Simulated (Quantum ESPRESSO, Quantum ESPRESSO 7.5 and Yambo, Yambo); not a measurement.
# BTe (GaSe-type monolayer): G0W0 with Yambo, start to end

Wanted: ground state, empty states, screening and self-energy for BTe (GaSe-type monolayer).

Program: Quantum ESPRESSO 7.5 and Yambo 5.3.0. Level of theory: PBE and many-body steps on it, plane waves. Results are calculated unless marked as measured.

## Step 1: Starting point

The cell holds 4 atoms: 2 B and 2 Te. Its edges and angles: a = 3.570 Å, b = 3.570 Å, c = 16.000 Å, α = 90.0°, β = 90.0°, γ = 120.0°. Vacuum lies along c.

As a file:

```cif
data_structure
_symmetry_space_group_name_H-M 'P 1'
_symmetry_Int_Tables_number 1
_cell_length_a 3.5697
_cell_length_b 3.5697
_cell_length_c 16.0000
_cell_angle_alpha 90.000
_cell_angle_beta 90.000
_cell_angle_gamma 120.000
_cell_volume 176.57
loop_
_atom_site_label
_atom_site_type_symbol
_atom_site_fract_x
_atom_site_fract_y
_atom_site_fract_z
_atom_site_occupancy
B1 B 0.33333 0.66667 0.55351 1
B2 B 0.33333 0.66667 0.44649 1
Te3 Te 0.66667 0.33333 0.61953 1
Te4 Te 0.66667 0.33333 0.38047 1
```

The structure was relaxed with PBE. The runs that relaxed it are not among those shown. Spin-orbit coupling is left out unless a step names it.

## Step 2: Ground state

This step: Quantum ESPRESSO 7.5; DFT, PBE, plane waves, norm-conserving pseudopotentials.

The ground-state density comes first.

File pw.in:

```
&control
  calculation = 'scf'
  prefix = 'x'
  outdir = 'o'
  pseudo_dir = 'pseudo'
/
&system
  ibrav = 0
  nat = 4
  ntyp = 2
  ecutwfc = 68.0
  nbnd = 25
  force_symmorphic = .true.
/
&electrons
  conv_thr = 1e-10
  electron_maxstep = 80
  mixing_beta = 0.5
/
ATOMIC_SPECIES
  B 10.81 B.upf
  Te 127.6 Te.upf
CELL_PARAMETERS angstrom
  3.5697488949 0.0000000003 0.0000000000
  -1.7848744477 3.0914932280 0.0000000000
  0.0000000000 0.0000000000 16.0000000000
ATOMIC_POSITIONS crystal
  B 0.3333333333 0.6666666667 0.5535056986
  B 0.3333333333 0.6666666667 0.4464943014
  Te 0.6666666667 0.3333333333 0.6195329599
  Te 0.6666666667 0.3333333333 0.3804670401
K_POINTS automatic
  12 12 1 0 0 0
```

Started as:

```sh
> OMP_NUM_THREADS=1 mpirun -n 4 pw.x -nk 4 -in pw.in > pw.out
```

Log:

```text
Program PWSCF v.7.5 starts

     This program is part of the open-source Quantum ESPRESSO suite
     for quantum simulation of materials; please cite
         "P. Giannozzi et al., J. Phys.:Condens. Matter 21 395502 (2009);
         "P. Giannozzi et al., J. Phys.:Condens. Matter 29 465901 (2017);
         "P. Giannozzi et al., J. Chem. Phys. 152 154105 (2020);
     in publications or presentations arising from this work. More details at
     Message from routine setup:
     using ibrav=0 with symmetry is DISCOURAGED, use correct ibrav instead

     G-vector sticks info

     bravais-lattice index     =            0
     lattice parameter (alat)  =       6.7458  a.u.
     unit-cell volume          =    1191.5782 (a.u.)^3
     number of atoms/cell      =            4
     number of atomic types    =            2
     number of electrons       =        38.00
     number of Kohn-Sham states=           25
     kinetic-energy cutoff     =      68.0000  Ry
     charge density cutoff     =     272.0000  Ry
     scf convergence threshold =      1.0E-10
     mixing beta               =       0.5000
     number of iterations used =            8  plain     mixing
     Exchange-correlation= PBE
                           (   1   4   3   4   0   0   0)

     celldm(1)=   6.745848  celldm(2)=   0.000000  celldm(3)=   0.000000
     celldm(4)=   0.000000  celldm(5)=   0.000000  celldm(6)=   0.000000

     crystal axes: (cart. coord. in units of alat)
               a(1) = (   1.000000   0.000000   0.000000 )
               a(2) = (  -0.500000   0.866025   0.000000 )
               a(3) = (   0.000000   0.000000   4.482108 )

     reciprocal axes: (cart. coord. in units 2 pi/alat)
               b(1) = (  1.000000  0.577350 -0.000000 )
               b(2) = ( -0.000000  1.154701  0.000000 )
               b(3) = (  0.000000 -0.000000  0.223109 )
     Pseudo is Norm-conserving + core correction, Zval =  3.0
     Generated using ONCVPSP code by D. R. Hamann
     Using radial grid of 1534 points,  4 beta functions with:
     Pseudo is Norm-conserving + core correction, Zval = 16.0
     Generated using ONCVPSP code by D. R. Hamann
     Using radial grid of 1294 points,  6 beta functions with:
     B                 3.00    10.81000     B ( 1.00)
     Te               16.00   127.60000     Te( 1.00)

     12 Sym. Ops. (no inversion) found

   Cartesian axes

     site n.     atom                  positions (alat units)
         1        B      tau(   1) = (  -0.0000000   0.5773503   2.4808723  )
         2        B      tau(   2) = (  -0.0000000   0.5773503   2.0012357  )
         3        Te     tau(   3) = (   0.5000000   0.2886751   2.7768136  )
         4        Te     tau(   4) = (   0.5000000   0.2886751   1.7052944  )

     number of k points=    19
                       cart. coord. in units 2pi/alat
        k(    1) = (   0.0000000   0.0000000   0.0000000), wk =   0.0138889
        k(    2) = (  -0.0000000   0.0962250   0.0000000), wk =   0.0833333
        k(    3) = (  -0.0000000   0.1924501   0.0000000), wk =   0.0833333
        k(    4) = (  -0.0000000   0.2886751   0.0000000), wk =   0.0833333
        k(    5) = (  -0.0000000   0.3849002   0.0000000), wk =   0.0833333
        k(    6) = (  -0.0000000   0.4811252   0.0000000), wk =   0.0833333
        k(    7) = (   0.0000000  -0.5773503   0.0000000), wk =   0.0416667
        k(    8) = (   0.0833333   0.1443376   0.0000000), wk =   0.0833333
        k(    9) = (   0.0833333   0.2405626   0.0000000), wk =   0.1666667
        k(   10) = (   0.0833333   0.3367877   0.0000000), wk =   0.1666667
     [... 7 further rows ...]
        k(   18) = (   0.2500000   0.5292377   0.0000000), wk =   0.1666667
        k(   19) = (   0.3333333   0.5773503   0.0000000), wk =   0.0277778

     Dense  grid:    90405 G-vectors     FFT dimensions: (  36,  36, 160)

     Initial potential from superposition of free atoms

     starting charge      37.9991, renormalised to      38.0000
     Starting wfcs are   26 randomized atomic wfcs

     per-process dynamical memory:    74.9 Mb

     Self-consistent Calculation

     iteration #  1     ecut=    68.00 Ry     beta= 0.50

     total energy              =    -430.85736128 Ry
     estimated scf accuracy    <       0.66472638 Ry

     iteration #  2     ecut=    68.00 Ry     beta= 0.50

     total energy              =    -430.94962871 Ry
     estimated scf accuracy    <       1.09803548 Ry

     iteration #  3     ecut=    68.00 Ry     beta= 0.50

     total energy              =    -431.13146249 Ry
     estimated scf accuracy    <       0.01271101 Ry

     iteration #  4     ecut=    68.00 Ry     beta= 0.50

     total energy              =    -431.13375018 Ry
     estimated scf accuracy    <       0.00256082 Ry

     iteration #  5     ecut=    68.00 Ry     beta= 0.50

     total energy              =    -431.13406644 Ry
     estimated scf accuracy    <       0.00018856 Ry

     iteration #  6     ecut=    68.00 Ry     beta= 0.50

     total energy              =    -431.13410240 Ry
     estimated scf accuracy    <       0.00000403 Ry

     iteration #  7     ecut=    68.00 Ry     beta= 0.50

     total energy              =    -431.13410313 Ry
     estimated scf accuracy    <       0.00000086 Ry

     iteration #  8     ecut=    68.00 Ry     beta= 0.50

     total energy              =    -431.13410335 Ry
     estimated scf accuracy    <       0.00000024 Ry

     iteration #  9     ecut=    68.00 Ry     beta= 0.50

     total energy              =    -431.13410340 Ry
     estimated scf accuracy    <          2.6E-09 Ry

     iteration # 10     ecut=    68.00 Ry     beta= 0.50

     total energy              =    -431.13410340 Ry
     estimated scf accuracy    <          3.6E-10 Ry

     iteration # 11     ecut=    68.00 Ry     beta= 0.50

     End of self-consistent calculation

          k = 0.0000 0.0000 0.0000 ( 11305 PWs)   bands (ev):

   -35.3548 -35.3548 -35.3548 -35.3548 -35.2526 -35.2526 -35.2515 -35.2515
   -35.2362 -35.2327 -12.2427 -11.5315  -5.4980  -1.7689   0.4353   0.4353
     0.7890   1.7465   1.7465   4.0809   4.5109   4.5109   4.8233   5.8138
     6.2756

          k =-0.0000 0.0962 0.0000 ( 11275 PWs)   bands (ev):

   -35.3548 -35.3547 -35.3535 -35.3534 -35.2530 -35.2527 -35.2520 -35.2516
   -35.2355 -35.2319 -12.1496 -11.4395  -5.4410  -1.7154  -0.3062   0.2334
     0.8481   0.9294   1.5285   4.0347   4.7422   4.8950   5.2776   5.9248
     6.1321

          k =-0.0000 0.1925 0.0000 ( 11267 PWs)   bands (ev):

   -35.3549 -35.3548 -35.3500 -35.3499 -35.2543 -35.2534 -35.2530 -35.2520
   -35.2335 -35.2299 -11.8736 -11.1675  -5.3020  -1.6937  -1.6252  -0.4117
    -0.2243   0.7449   1.0374   3.6506   5.0754   5.2343   5.7036   6.3025
     6.4304

          k =-0.0000 0.2887 0.0000 ( 11259 PWs)   bands (ev):

     [... further k-points ...]

     highest occupied, lowest unoccupied level (ev):     1.7465    3.2912

!    total energy              =    -431.13410340 Ry
     estimated scf accuracy    <          7.6E-11 Ry

     The total energy is the sum of the following terms:
     one-electron contribution =   -1013.28071613 Ry
     hartree contribution      =     511.00301863 Ry
     xc contribution           =    -103.29448717 Ry
     ewald contribution        =     174.43808126 Ry

     convergence has been achieved in  11 iterations

     XML data file, charge density, pseudopotentials, collected wavefunctions

=------------------------------------------------------------------------------=
   JOB DONE.
=------------------------------------------------------------------------------=
```

Run time: 20 s. Hardware: 4 MPI ranks of Arm Neoverse V2, shared host; peak memory 0.54 GiB; 80 s of CPU time.

This step gave:

- total energy: -5865.8783 eV
- gap: 1.545 eV
- k of the valence top: 0, 0, 0
- k of the conduction bottom: 0, 0.3333, 0
- least direct gap: 2.334 eV

The gap is indirect, with the least direct gap 0.79 eV higher.

## Step 3: Bands along the symmetry lines

The cheap functional maps the bands first; the places of the edges decide which points the dearer methods must see.

File pw.in:

```
&control
  calculation = 'bands'
  prefix = 'x'
  outdir = 'o'
  pseudo_dir = 'pseudo'
/
&system
  ibrav = 0
  nat = 4
  ntyp = 2
  ecutwfc = 68.0
  nbnd = 25
  force_symmorphic = .true.
/
&electrons
  conv_thr = 1e-9
  electron_maxstep = 80
  diago_full_acc = .true.
  diago_thr_init = 5e-6
/
ATOMIC_SPECIES
  B 10.81 B.upf
  Te 127.6 Te.upf
CELL_PARAMETERS angstrom
  3.5697488949 0.0000000003 0.0000000000
  -1.7848744477 3.0914932280 0.0000000000
  0.0000000000 0.0000000000 16.0000000000
ATOMIC_POSITIONS crystal
  B 0.3333333333 0.6666666667 0.5535056986
  B 0.3333333333 0.6666666667 0.4464943014
  Te 0.6666666667 0.3333333333 0.6195329599
  Te 0.6666666667 0.3333333333 0.3804670401
K_POINTS crystal
  25
  0.00000000 0.00000000 0.00000000 1
  0.06250000 0.00000000 0.00000000 1
  0.12500000 0.00000000 0.00000000 1
  0.18750000 0.00000000 0.00000000 1
  0.25000000 0.00000000 0.00000000 1
  0.31250000 0.00000000 0.00000000 1
  0.37500000 0.00000000 0.00000000 1
  0.43750000 0.00000000 0.00000000 1
  0.50000000 0.00000000 0.00000000 1
  0.47916667 0.04166667 0.00000000 1
  0.45833333 0.08333333 0.00000000 1
  0.43750000 0.12500000 0.00000000 1
  0.41666666 0.16666666 0.00000000 1
  0.39583333 0.20833333 0.00000000 1
  0.37500000 0.25000000 0.00000000 1
  0.35416666 0.29166666 0.00000000 1
  0.33333333 0.33333333 0.00000000 1
  0.29166666 0.29166666 0.00000000 1
  0.25000000 0.25000000 0.00000000 1
  0.20833333 0.20833333 0.00000000 1
  0.16666666 0.16666666 0.00000000 1
  0.12500000 0.12500000 0.00000000 1
  0.08333333 0.08333333 0.00000000 1
  0.04166667 0.04166667 0.00000000 1
  0.00000000 0.00000000 0.00000000 1
```

Log:

```text
[banner, memory and clock lines left out]
Program PWSCF v.7.5 starts

     Atomic positions and unit cell read from directory:
     o/x.save/

     Message from routine setup:
     using ibrav=0 with symmetry is DISCOURAGED, use correct ibrav instead

     G-vector sticks info

     bravais-lattice index     =            0
     lattice parameter (alat)  =       6.7458  a.u.
     unit-cell volume          =    1191.5782 (a.u.)^3
     number of atoms/cell      =            4
     number of atomic types    =            2
     number of electrons       =        38.00
     number of Kohn-Sham states=           25
     kinetic-energy cutoff     =      68.0000  Ry
     charge density cutoff     =     272.0000  Ry
     Exchange-correlation= PBE
                           (   1   4   3   4   0   0   0)

     celldm(1)=   6.745848  celldm(2)=   0.000000  celldm(3)=   0.000000
     celldm(4)=   0.000000  celldm(5)=   0.000000  celldm(6)=   0.000000

     crystal axes: (cart. coord. in units of alat)
               a(1) = (   1.000000   0.000000   0.000000 )
               a(2) = (  -0.500000   0.866025   0.000000 )
               a(3) = (   0.000000   0.000000   4.482108 )

     reciprocal axes: (cart. coord. in units 2 pi/alat)
               b(1) = (  1.000000  0.577350 -0.000000 )
               b(2) = ( -0.000000  1.154701  0.000000 )
               b(3) = (  0.000000 -0.000000  0.223109 )
     Pseudo is Norm-conserving + core correction, Zval =  3.0
     Generated using ONCVPSP code by D. R. Hamann
     Using radial grid of 1534 points,  4 beta functions with:
     Pseudo is Norm-conserving + core correction, Zval = 16.0
     Generated using ONCVPSP code by D. R. Hamann
     Using radial grid of 1294 points,  6 beta functions with:
     B                 3.00    10.81000     B ( 1.00)
     Te               16.00   127.60000     Te( 1.00)

     12 Sym. Ops. (no inversion) found

   Cartesian axes

     site n.     atom                  positions (alat units)
         1        B      tau(   1) = (  -0.0000000   0.5773503   2.4808723  )
         2        B      tau(   2) = (  -0.0000000   0.5773503   2.0012357  )
         3        Te     tau(   3) = (   0.5000000   0.2886751   2.7768136  )
         4        Te     tau(   4) = (   0.5000000   0.2886751   1.7052944  )

     number of k points=    25
                       cart. coord. in units 2pi/alat
        k(    1) = (   0.0000000   0.0000000   0.0000000), wk =   0.0800000
        k(    2) = (   0.0625000   0.0360844   0.0000000), wk =   0.0800000
        k(    3) = (   0.1250000   0.0721688   0.0000000), wk =   0.0800000
[...]
[... 13 further rows ...]
        k(   24) = (   0.0416667   0.0721688   0.0000000), wk =   0.0800000
        k(   25) = (   0.0000000   0.0000000   0.0000000), wk =   0.0800000

     Dense  grid:    90405 G-vectors     FFT dimensions: (  36,  36, 160)

     The potential is recalculated from file :
     o/x.save/charge-density

     Starting wfcs are   26 randomized atomic wfcs

     Band Structure Calculation

     End of band structure calculation

          k = 0.0000 0.0000 0.0000 ( 11305 PWs)   bands (ev):

   -35.3547 -35.3547 -35.3546 -35.3546 -35.2525 -35.2525 -35.2514 -35.2514
   -35.2361 -35.2325 -12.2427 -11.5315  -5.4979  -1.7689   0.4354   0.4354
     0.7890   1.7466   1.7466   4.0810   4.5110   4.5110   4.8233   5.8138
     6.2756

          k = 0.0625 0.0361 0.0000 ( 11269 PWs)   bands (ev):

[...]
6.1410

          k = 0.1250 0.0722 0.0000 ( 11257 PWs)   bands (ev):

[...]
6.2343

[...]
k = 0.0417 0.0722 0.0000 ( 11273 PWs)   bands (ev):

[...]
6.1248

          k = 0.0000 0.0000 0.0000 ( 11305 PWs)   bands (ev):

[...]
-35.2361 -35.2325 -12.2427 -11.5315  -5.4979  -1.7689   0.4354   0.4354
     0.7890   1.7466   1.7466   4.0810   4.5110   4.5110   4.8233   5.8138
     6.1856

     XML data file, pseudopotentials, collected wavefunctions
```

Run time: 9.4 s. Hardware: 4 MPI ranks; peak memory 0.39 GiB.

This step gave:

* gap: 1.544 eV
* k of the valence top: 0, 0, 0
* k of the conduction bottom: 0.375, 0, 0
* least direct gap: 2.334 eV

The gap is 1.544 eV, −0.001 eV from the run before at this level.

Electronic bands along the path, in eV, zero at the top of the highest filled band:

| point | band 16 | band 17 | band 18 | band 19 | band 20 | band 21 | band 22 | band 23 |
| --- | --- | --- | --- | --- | --- | --- | --- | --- |
| Γ | -1.31 | -0.96 | 0.00 | 0.00 | 2.33 | 2.76 | 2.76 | 3.08 |
| halfway | -2.49 | -2.46 | -1.32 | -1.24 | 1.63 | 2.78 | 3.91 | 4.06 |
| M | -3.22 | -2.73 | -2.04 | -1.55 | 1.55 | 1.76 | 3.30 | 4.19 |
| halfway | -3.89 | -3.59 | -2.77 | -1.33 | 2.20 | 2.97 | 3.52 | 4.60 |
| K | -4.70 | -3.58 | -3.08 | -1.14 | 1.58 | 3.72 | 4.53 | 5.02 |
| halfway | -3.48 | -2.37 | -2.20 | -1.39 | 2.41 | 3.49 | 4.09 | 4.47 |
| Γ | -1.31 | -0.96 | 0.00 | 0.00 | 2.33 | 2.76 | 2.76 | 3.08 |

## Step 4: Empty states on the mesh, 6×6×1 mesh, 76 bands

The sums over transitions need many empty states on a uniform mesh; this step solves for them.

File pw.in:

```
&control
  calculation = 'nscf'
  prefix = 'x'
  outdir = 'o'
  pseudo_dir = 'pseudo'
/
&system
  ibrav = 0
  nat = 4
  ntyp = 2
  ecutwfc = 68.0
  nbnd = 76
  force_symmorphic = .true.
/
&electrons
  conv_thr = 1e-9
  electron_maxstep = 80
  diago_full_acc = .true.
  diago_thr_init = 5e-6
/
ATOMIC_SPECIES
  B 10.81 B.upf
  Te 127.6 Te.upf
CELL_PARAMETERS angstrom
  3.5697488949 0.0000000003 0.0000000000
  -1.7848744477 3.0914932280 0.0000000000
  0.0000000000 0.0000000000 16.0000000000
ATOMIC_POSITIONS crystal
  B 0.3333333333 0.6666666667 0.5535056986
  B 0.3333333333 0.6666666667 0.4464943014
  Te 0.6666666667 0.3333333333 0.6195329599
  Te 0.6666666667 0.3333333333 0.3804670401
K_POINTS automatic
  6 6 1 0 0 0
```

Log:

```text
[banner, memory and clock lines left out]
Program PWSCF v.7.5 starts

     Atomic positions and unit cell read from directory:
     o/x.save/

     Message from routine setup:
     using ibrav=0 with symmetry is DISCOURAGED, use correct ibrav instead

     G-vector sticks info

     bravais-lattice index     =            0
     lattice parameter (alat)  =       6.7458  a.u.
     unit-cell volume          =    1191.5782 (a.u.)^3
     number of atoms/cell      =            4
     number of atomic types    =            2
     number of electrons       =        38.00
     number of Kohn-Sham states=           76
     kinetic-energy cutoff     =      68.0000  Ry
     charge density cutoff     =     272.0000  Ry
     Exchange-correlation= PBE
                           (   1   4   3   4   0   0   0)

     celldm(1)=   6.745848  celldm(2)=   0.000000  celldm(3)=   0.000000
     celldm(4)=   0.000000  celldm(5)=   0.000000  celldm(6)=   0.000000

     crystal axes: (cart. coord. in units of alat)
               a(1) = (   1.000000   0.000000   0.000000 )
               a(2) = (  -0.500000   0.866025   0.000000 )
               a(3) = (   0.000000   0.000000   4.482108 )

     reciprocal axes: (cart. coord. in units 2 pi/alat)
               b(1) = (  1.000000  0.577350 -0.000000 )
               b(2) = ( -0.000000  1.154701  0.000000 )
               b(3) = (  0.000000 -0.000000  0.223109 )
     Pseudo is Norm-conserving + core correction, Zval =  3.0
     Generated using ONCVPSP code by D. R. Hamann
     Using radial grid of 1534 points,  4 beta functions with:
     Pseudo is Norm-conserving + core correction, Zval = 16.0
     Generated using ONCVPSP code by D. R. Hamann
     Using radial grid of 1294 points,  6 beta functions with:
     B                 3.00    10.81000     B ( 1.00)
     Te               16.00   127.60000     Te( 1.00)

     12 Sym. Ops. (no inversion) found

   Cartesian axes

     site n.     atom                  positions (alat units)
         1        B      tau(   1) = (  -0.0000000   0.5773503   2.4808723  )
         2        B      tau(   2) = (  -0.0000000   0.5773503   2.0012357  )
         3        Te     tau(   3) = (   0.5000000   0.2886751   2.7768136  )
         4        Te     tau(   4) = (   0.5000000   0.2886751   1.7052944  )

     number of k points=     7
                       cart. coord. in units 2pi/alat
        k(    1) = (   0.0000000   0.0000000   0.0000000), wk =   0.0555556
        k(    2) = (  -0.0000000   0.1924501   0.0000000), wk =   0.3333333
        k(    3) = (  -0.0000000   0.3849002   0.0000000), wk =   0.3333333
        k(    4) = (   0.0000000  -0.5773503   0.0000000), wk =   0.1666667
        k(    5) = (   0.1666667   0.2886751   0.0000000), wk =   0.3333333
        k(    6) = (   0.1666667   0.4811252   0.0000000), wk =   0.6666667
        k(    7) = (   0.3333333   0.5773503   0.0000000), wk =   0.1111111

     Dense  grid:    90405 G-vectors     FFT dimensions: (  36,  36, 160)

     The potential is recalculated from file :
     o/x.save/charge-density

     Starting wfcs are   26 randomized atomic wfcs +   50 random wfcs

     Band Structure Calculation

     End of band structure calculation

          k = 0.0000 0.0000 0.0000 ( 11305 PWs)   bands (ev):

   -35.3547 -35.3547 -35.3546 -35.3546 -35.2525 -35.2525 -35.2514 -35.2514
   -35.2361 -35.2325 -12.2427 -11.5315  -5.4979  -1.7689   0.4354   0.4354
     0.7890   1.7466   1.7466   4.0810   4.5110   4.5110   4.8233   5.8138
[...]
25.3149  25.4214  25.4214  26.2382

          k =-0.0000 0.1925 0.0000 ( 11267 PWs)   bands (ev):

[...]
26.5768  26.6492  26.6648  27.0572

          k =-0.0000 0.3849 0.0000 ( 11274 PWs)   bands (ev):

[...]
21.5474  21.5589  22.1240  22.2859  22.3165  22.6134  23.0746  23.1167
    23.5220  23.5758  24.3324  25.5494  25.7191  26.1356  26.2548  27.1048
    27.1259  27.4877  27.8651  28.3354

          k = 0.0000-0.5774 0.0000 ( 11312 PWs)   bands (ev):

     [... further k-points ...]

     highest occupied, lowest unoccupied level (ev):     1.7466    3.2913

     XML data file, pseudopotentials, collected wavefunctions
```

The job ended after 13 s (4 MPI ranks; peak memory 0.59 GiB; 52 s of CPU time).

This step gave:

```yaml
gap: 1.545 eV
k_of_the_valence_top: 0, 0, 0
k_of_the_conduction_bottom: 0, 0.3333, 0
least_direct_gap: 2.334 eV
k_points_computed: 7
lowest_point_of_the_top_converged_band_above_the_valence_top: 24.49 eV
```

On this mesh the gap is 1.545 eV.

(Part 1 of 2 ends here.)

[Paths, hosts, dates, memory and timing lines, banners, echoed tables and standing remarks are left out of the program output.]

[Logs are printed without paths, hosts, clocks, repeated set-up lines and the standing remarks that a program may print on its own settings, such as how far it seeks lower states.]

[Runs of the session that timed out or met a known fault of the program may be left out.]

[Hosts, paths, dates, database ids (printed as entryN), source tags and the programs' standing remarks are cut or masked in the printed files.]
